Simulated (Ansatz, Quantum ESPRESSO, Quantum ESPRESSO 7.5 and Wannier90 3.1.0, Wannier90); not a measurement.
# Ballistic channels from Wannier functions: straight Cu chain, spacing 2.30 Å

Wanted: localised orbitals and the quantum conductance of this wire: straight Cu chain, spacing 2.30 Å.

Calculated with Quantum ESPRESSO 7.5 and Wannier90 3.1.0; plane-wave DFT, PBE, PseudoDojo norm-conserving pseudopotentials (cross-check by Ansatz 0.2.0 with PAW datasets).

This is a report of a sequence of runs, with most program output left out.

In doubt: a PseudoDojo file used here is known to give poor structures and forces (steps 2, 3, 4, 5, 6), which bears on pressures, cells, forces and phonons.

## Step 1: Set-up

The cell holds 1 atom: 1 Cu. Its edges and angles: a = 8.000 Å, b = 8.000 Å, c = 2.300 Å, α = 90.0°, β = 90.0°, γ = 90.0°. Vacuum lies along a and b. The structure's axis is c.

## Step 2: Self-consistent run

File scf.in:

```
&control
  prefix = 'scf'
  outdir = './out'
  pseudo_dir = './pseudo'
  calculation = 'scf'
  tprnfor = .true.
/
&system
  ibrav = 0
  nat = 1
  ntyp = 1
  ecutwfc = 84
  ecutrho = 336
  occupations = 'smearing'
  smearing = 'mv'
  degauss = 0.005
/
&electrons
  conv_thr = 1e-07
  mixing_beta = 0.4
  electron_maxstep = 120
  mixing_mode = 'local-TF'
/
ATOMIC_SPECIES
  Cu  63.5460  Cu.dojo-sr-pbe-0.4.1-standard.upf
CELL_PARAMETERS angstrom
  8.00000000000000 0.00000000000000 0.00000000000000
  0.00000000000000 8.00000000000000 0.00000000000000
  0.00000000000000 0.00000000000000 2.30000000000000
ATOMIC_POSITIONS crystal
  Cu  0.000000000000 0.000000000000 0.000000000000
K_POINTS automatic
  1 1 32 0 0 0
```

Started as:

```sh
OMP_NUM_THREADS=1 mpirun -n 2 pw.x -nk 2 -in scf.in > scf.out
```

Run time: 21 s. Hardware: 2 MPI ranks of Arm Neoverse V2, shared host; peak memory 0.28 GiB.

This step gave:

```
free energy  : -5157.5574 eV
Fermi energy : -3.518 eV
```

The program's own clock; routines nest. Time by routine:

```
  routine  wall time (s)  calls
    PWSCF           20.1      1
electrons          19.15      1
  c_bands          12.83     10
  cegterg          11.66     90
     fftw          10.45   7578
    h_psi          10.25    319
 vloc_psi           9.55    319
  mix_rho           3.47     10
 sum_band           2.25     10
     ffts           1.76    934
 init_run           0.72      1
 v_of_rho           0.53     10
  wfcinit           0.49      1
init_us_2           0.37    198
```

The run needed 9 iterations to bring the estimated error under 1e-07 Ry.

## Step 3: Full uniform mesh without symmetry

Wannier90 needs the states on a whole uniform mesh, listed point by point, without symmetry.

File nscf.in:

```
&control
  prefix = 'nscf'
  outdir = './out'
  pseudo_dir = './pseudo'
  calculation = 'nscf'
/
&system
  ibrav = 0
  nat = 1
  ntyp = 1
  ecutwfc = 84
  ecutrho = 336
  occupations = 'smearing'
  smearing = 'mv'
  degauss = 0.005
  nosym = .true.
  noinv = .true.
  nbnd = 21
/
&electrons
  conv_thr = 1e-09
  mixing_beta = 0.4
  electron_maxstep = 120
  mixing_mode = 'local-TF'
  diago_full_acc = .true.
/
ATOMIC_SPECIES
  Cu  63.5460  Cu.dojo-sr-pbe-0.4.1-standard.upf
CELL_PARAMETERS angstrom
  8.00000000000000 0.00000000000000 0.00000000000000
  0.00000000000000 8.00000000000000 0.00000000000000
  0.00000000000000 0.00000000000000 2.30000000000000
ATOMIC_POSITIONS crystal
  Cu  0.000000000000 0.000000000000 0.000000000000
K_POINTS crystal
16
  0.0000000000 0.0000000000 0.0000000000 0.0625
  0.0000000000 0.0000000000 0.0625000000 0.0625
  0.0000000000 0.0000000000 0.1250000000 0.0625
  0.0000000000 0.0000000000 0.1875000000 0.0625
  0.0000000000 0.0000000000 0.2500000000 0.0625
  0.0000000000 0.0000000000 0.3125000000 0.0625
  0.0000000000 0.0000000000 0.3750000000 0.0625
  0.0000000000 0.0000000000 0.4375000000 0.0625
  0.0000000000 0.0000000000 0.5000000000 0.0625
  0.0000000000 0.0000000000 0.5625000000 0.0625
  0.0000000000 0.0000000000 0.6250000000 0.0625
  0.0000000000 0.0000000000 0.6875000000 0.0625
  0.0000000000 0.0000000000 0.7500000000 0.0625
  0.0000000000 0.0000000000 0.8125000000 0.0625
  0.0000000000 0.0000000000 0.8750000000 0.0625
  0.0000000000 0.0000000000 0.9375000000 0.0625
```

Started as:

```sh
cp -r out/scf.save out/nscf.save
cp out/scf.xml out/nscf.xml
OMP_NUM_THREADS=1 mpirun -n 2 pw.x -nk 1 -in nscf.in > nscf.out
```

Run time: 20 s. Hardware: 2 MPI ranks; peak memory 0.13 GiB; 39 s of CPU time.

Numbers from this step:

```
Fermi energy : -3.547 eV
```

The program's own clock; routines nest. Time by routine:

```
     routine  wall time (s)  calls
       PWSCF          19.21      1
   electrons          19.02      1
     c_bands          19.02      1
     cegterg          18.15     38
       h_psi          14.64    687
    vloc_psi           13.8    687
        fftw           12.8  14144
h_psi:calbec           0.39    687
      calbec           0.38    687
  add_vuspsi           0.36    687
     cdiaghg           0.26    649
       g_psi           0.15    633
    init_run           0.13      1
      hinit0           0.06      1
```

## Step 4: Neighbour list from wannier90 -pp

The .win file sets projections and windows: states in the frozen window are kept exactly, the outer window gives room to disentangle.

File wan.win:

```
num_wann = 6
num_bands = 21
num_iter = 200
num_print_cycles = 20
conv_tol = 1e-8
conv_window = 5
guiding_centres = true
dis_num_iter = 1500
dis_conv_tol = 1e-8
dis_win_min = -14.5175
dis_win_max = 5.4825
dis_froz_max = -2.0175
search_shells = 120
fermi_energy = -3.5175

transport = true
transport_mode = bulk
one_dim_axis = z
dist_cutoff = 18.3
dist_cutoff_mode = one_dim
tran_win_min = -4.0
tran_win_max = 2.0
tran_energy_step = 0.02

bands_plot = true
bands_num_points = 96
begin kpoint_path
G 0.0 0.0 0.0 Z 0.0 0.0 0.5
end kpoint_path

begin projections
Cu:s;d
end projections

begin unit_cell_cart
ang
  8.0000000000 0.0000000000 0.0000000000
  0.0000000000 8.0000000000 0.0000000000
  0.0000000000 0.0000000000 2.3000000000
end unit_cell_cart

begin atoms_frac
  Cu 0.0000000000 0.0000000000 0.0000000000
end atoms_frac

mp_grid = 1 1 16
begin kpoints
  0.0 0.0 0.0000000000
  0.0 0.0 0.0625000000
  0.0 0.0 0.1250000000
  0.0 0.0 0.1875000000
  0.0 0.0 0.2500000000
  0.0 0.0 0.3125000000
  0.0 0.0 0.3750000000
  0.0 0.0 0.4375000000
  0.0 0.0 0.5000000000
  0.0 0.0 0.5625000000
  0.0 0.0 0.6250000000
  0.0 0.0 0.6875000000
  0.0 0.0 0.7500000000
  0.0 0.0 0.8125000000
  0.0 0.0 0.8750000000
  0.0 0.0 0.9375000000
end kpoints
```

Started as:

```sh
OMP_NUM_THREADS=1 wannier90.x -pp wan > wan.pp.log
```

Wall time 0.47 s (1 MPI rank); peak memory 0.09 GiB.

## Step 5: Overlaps and projections

pw2wannier90.x computes the overlaps between neighbouring k-points and the projections.

File wan.p2w.in:

```
&inputpp
  prefix = 'nscf'
  outdir = './out'
  seedname = 'wan'
  write_mmn = .true.
  write_amn = .true.
  write_unk = .false.
/
```

Started as:

```sh
OMP_NUM_THREADS=1 mpirun -n 2 pw2wannier90.x -in wan.p2w.in > wan.p2w.out
```

The job ended after 9.1 s (2 MPI ranks; peak memory 0.12 GiB; 18 s of CPU time).

## Step 6: Localisation, bands and conductance

After disentangling and localising, transport_mode = bulk builds principal layers from hoppings within dist_cutoff and counts open channels.

wan.win is that of step 4.

Started as:

```sh
OMP_NUM_THREADS=1 wannier90.x wan > wan.run.log
```

Wall time 2 s (1 MPI rank); peak memory 0.09 GiB.

Read from the output:

| Item | Value |
| --- | --- |
| lead channels at the Fermi level, one spin | 1.000 |
| total spread | 5.473 Å² |
| gauge-invariant spread | 5.313 Å² |
| largest misfit to plane-wave levels between mesh points, inside the frozen window | 0.06657 eV |

Per spin. Table of quantum conductance of the perfect wire, open channels by energy, zero at the Fermi level:

```
energy (eV)  quantum conductance of the perfect wire, open channels
     -3.400                                                  1.1e-8
     -3.200                                                   1.000
     -3.000                                                       1
     -2.800                                                       1
     -2.600                                                       1
     -2.400                                                       1
     -2.200                                                       1
     -2.000                                                       1
     -1.800                                                       1
     -1.600                                                    3.00
     -1.400                                                       3
     -1.200                                                       3
     -1.020                                                       3
     -0.800                                                       4
     -0.600                                                       6
     -0.400                                                       4
     -0.200                                                       4
      0.000                                                    1.00
      0.200                                                       1
      0.400                                                       1
      0.600                                                       1
      0.800                                                       1
      1.000                                                       1
      1.200                                                       1
      1.400                                                       1
      1.600                                                       1
      1.800                                                       1
      2.000                                                       1
```

Wannier functions:

```
no.  x (Å)  y (Å)  z (Å)  spread (Å²)
  1      0      0      0        2.978
  2      0      0      0       0.5535
  3      0      0      0       0.5377
  4      0      0      0       0.5377
  5      0      0      0       0.4308
  6      0      0      0       0.4345
```

Electronic bands along the path, in eV, zero at the Fermi level; # counts the bands kept:

```
  point     #3     #4     #5     #6
      Γ  -0.79  -0.79  -0.02  -0.02
halfway  -0.99  -0.60  -0.60  -0.11
      Z  -0.41  -0.41  -0.06   6.93
```

Bands and channels are those of the Wannier model: bands that were not projected, and all outside the frozen window, are missing or only approximate.

## Step 7: Neighbour list from wannier90 -pp, with dis_win_max − E_F = 4.0

A sensitivity test on the input.

wan_w.win is the input of step 6 with these lines changed:

```diff
@@ -10,3 +10,3 @@
 dis_win_min = -14.5175
-dis_win_max = 5.4825
+dis_win_max = 0.4825
 dis_froz_max = -2.0175
```

Started as:

```sh
OMP_NUM_THREADS=1 wannier90.x -pp wan_w > wan_w.pp.log
```

Elapsed: 0.47 s, on 1 MPI rank; peak memory 0.09 GiB.

## Step 8: Overlaps and projections

The follow-up step for that run.

File wan_w.p2w.in:

```
&inputpp
  prefix = 'nscf'
  outdir = './out'
  seedname = 'wan_w'
  write_mmn = .true.
  write_amn = .true.
  write_unk = .false.
/
```

Started as:

```sh
OMP_NUM_THREADS=1 mpirun -n 2 pw2wannier90.x -in wan_w.p2w.in > wan_w.p2w.out
```

Run time: 9.1 s. Hardware: 2 MPI ranks; peak memory 0.12 GiB.

## Step 9: Localisation, bands and conductance, with dis_win_max − E_F = 4.0

wan_w.win is the input of step 6 with these lines changed:

```diff
@@ -10,3 +10,3 @@
 dis_win_min = -14.5175
-dis_win_max = 5.4825
+dis_win_max = 0.4825
 dis_froz_max = -2.0175
```

Started as:

```sh
OMP_NUM_THREADS=1 wannier90.x wan_w > wan_w.run.log
```

Wall time 0.5 s (1 MPI rank); peak memory 0.09 GiB.

The program refused the input before any cycle.

The outer window must hold at least num_wann states at every k: widen it, with enough bands computed to fill it.

## Step 10: Neighbour list from wannier90 -pp, with dis_win_max − E_F = -1.0

Another try, with an input changed as a hurried user might.

wan_bad.win is the input of step 6 with these lines changed:

```diff
@@ -10,3 +10,3 @@
 dis_win_min = -14.5175
-dis_win_max = 5.4825
+dis_win_max = -4.5175
 dis_froz_max = -2.0175
```

Started as:

```sh
OMP_NUM_THREADS=1 wannier90.x -pp wan_bad > wan_bad.pp.log
```

Wall time 0.47 s (1 MPI rank); peak memory 0.09 GiB.

## Step 11: Overlaps and projections

The same post-processing, on the changed run.

File wan_bad.p2w.in:

```
&inputpp
  prefix = 'nscf'
  outdir = './out'
  seedname = 'wan_bad'
  write_mmn = .true.
  write_amn = .true.
  write_unk = .false.
/
```

Started as:

```sh
OMP_NUM_THREADS=1 mpirun -n 2 pw2wannier90.x -in wan_bad.p2w.in > wan_bad.p2w.out
```

Run time: 9.2 s. Hardware: 2 MPI ranks; peak memory 0.12 GiB; 18 s of CPU time.

## Step 12: Wannier functions and transport, with dis_win_max − E_F = -1.0

wan_bad.win is the input of step 6 with these lines changed:

```diff
@@ -10,3 +10,3 @@
 dis_win_min = -14.5175
-dis_win_max = 5.4825
+dis_win_max = -4.5175
 dis_froz_max = -2.0175
```

Started as:

```sh
OMP_NUM_THREADS=1 wannier90.x wan_bad > wan_bad.run.log
```

The job ended after 0.5 s (1 MPI rank; peak memory 0.09 GiB).

The program refused the input before any cycle.

The fault put into the input: an outer window with too few states (dis_win_max − E_F = -1.0).

The outer window must hold at least num_wann states at every k: widen it, with enough bands computed to fill it.

## Step 13: The same in Ansatz

As a check, the same structure is run in Ansatz.

Level of this step: plane-wave DFT, PBE, Ansatz PAW (Ansatz 0.2.0).

System of this step: straight Cu chain, spacing 2.30 Å, 2 periods. The cell holds 2 atoms: 2 Cu. Its edges and angles: a = 8.000 Å, b = 8.000 Å, c = 4.600 Å, α = 90.0°, β = 90.0°, γ = 90.0°. Vacuum lies along a and b. The structure's axis is c.

File input.yaml:

```yaml
crystal:
  lattice:
    - [8.0, 0.0, 0.0]
    - [0.0, 8.0, 0.0]
    - [0.0, 0.0, 4.6]
  atoms:
    - { symbol: Cu, position: [0.0, 0.0, 0.0] }
    - { symbol: Cu, position: [0.0, 0.0, 0.5] }
kpoints:
  mp_grid: { grid: [1, 1, 16] }
hamiltonian:
  xc: pbe
scf:
  occupations: { method: fermi_dirac, width: 0.05 }
  convergence: { dr2_threshold: 1.0e-08 }
output:
  transmission:
    leads: [[0, 0]]
    e_range: [-4.0, 2.0]
    de: 0.05
    kmesh: [1, 1]
    reduced_basis: true
```

Started as:

```sh
ansatz run input.yaml --threads 2 --pin off --max-ram 4096MiB --backend cpu --events-out ev --progress --plain --runs-dir out
```

The job ended after 19 s (2 threads; peak memory 0.46 GiB; 38 s of CPU time).

Numbers from this step:

```
free energy                                : -13246.3641 eV
energy at zero smearing                    : -13246.3509 eV
smearing term TS                           : 0.02651 eV
Fermi energy                               : -3.484 eV
symmetry operations                        : 32
lead channels at the Fermi level, one spin : 1
```

Per spin. Open channels against energy, zero at the Fermi level:

energy (eV), open channels and a bar:
```
   -3.400       0.00 
   -3.200       1.00 #####
   -3.000       1.00 #####
   -2.800       1.00 #####
   -2.600       1.00 #####
   -2.400       1.00 #####
   -2.200       1.00 #####
   -2.000       1.00 #####
   -1.800       1.00 #####
   -1.600       3.00 ###############
   -1.400       3.00 ###############
   -1.200       3.00 ###############
   -1.000       4.00 ####################
   -0.800       6.00 ##############################
   -0.600       6.00 ##############################
   -0.400       4.00 ####################
   -0.200       4.00 ####################
    0.000       1.00 #####
    0.200       1.00 #####
    0.400       1.00 #####
    0.600       1.00 #####
    0.800       1.00 #####
    1.000       1.00 #####
    1.200       1.00 #####
    1.400       1.00 #####
    1.600       1.00 #####
    1.800       1.00 #####
    2.000       1.00 #####
```

## Step 14: A check by hand

1 channel × 77.48 µS = 77 µS, a two-terminal resistance of 12.906/1 = 12.91 kΩ whatever the wire's length, as long as nothing scatters.

## Step 15: Results

```yaml
open_channels_at_the_fermi_level_per_spin: 1
total_spread: 5.47 Å²
gauge_invariant_spread: 5.31 Å²
largest_band_misfit_in_the_frozen_window: 0.0666 eV
channels_at_the_fermi_level_by_ansatz: 1
```

What this shows: The wire offers 1 channel per spin at the Fermi level. Between -4 and 1.5 eV the channel count from Wannier functions equals that from Ansatz's layer matching at 92 % of the energies; outside the frozen window the Wannier bands are not held to the plane-wave ones. A band edge of the lead lies within 0.06 eV of the Fermi level, so the channel count there hangs on small shifts and on temperature. The interpolated bands miss plane-wave levels by up to 0.07 eV between mesh points, so steps of the conductance can sit that far off. The wire is perfect, so the conductance only counts bands: each channel, with its partner of the other spin, carries G₀ = 2e²/h. It was run without spin polarisation, which was not tested. A file of the PseudoDojo norm-conserving set has a known flaw or wants a higher cutoff, so those values deserve less trust.

[Logs are printed without paths, hosts, clocks, repeated set-up lines and the standing remarks that a program may print on its own settings, such as how far it seeks lower states.]

[Hosts, paths, dates, database ids (printed as entryN), source tags and the programs' standing remarks are cut or masked in the printed files.]

[Maps of the electrostatic potential energy from Ansatz leave out the sawtooth potential of an applied field or a dipole correction, so their vacuum need not be flat; planar profiles and work functions include it.]
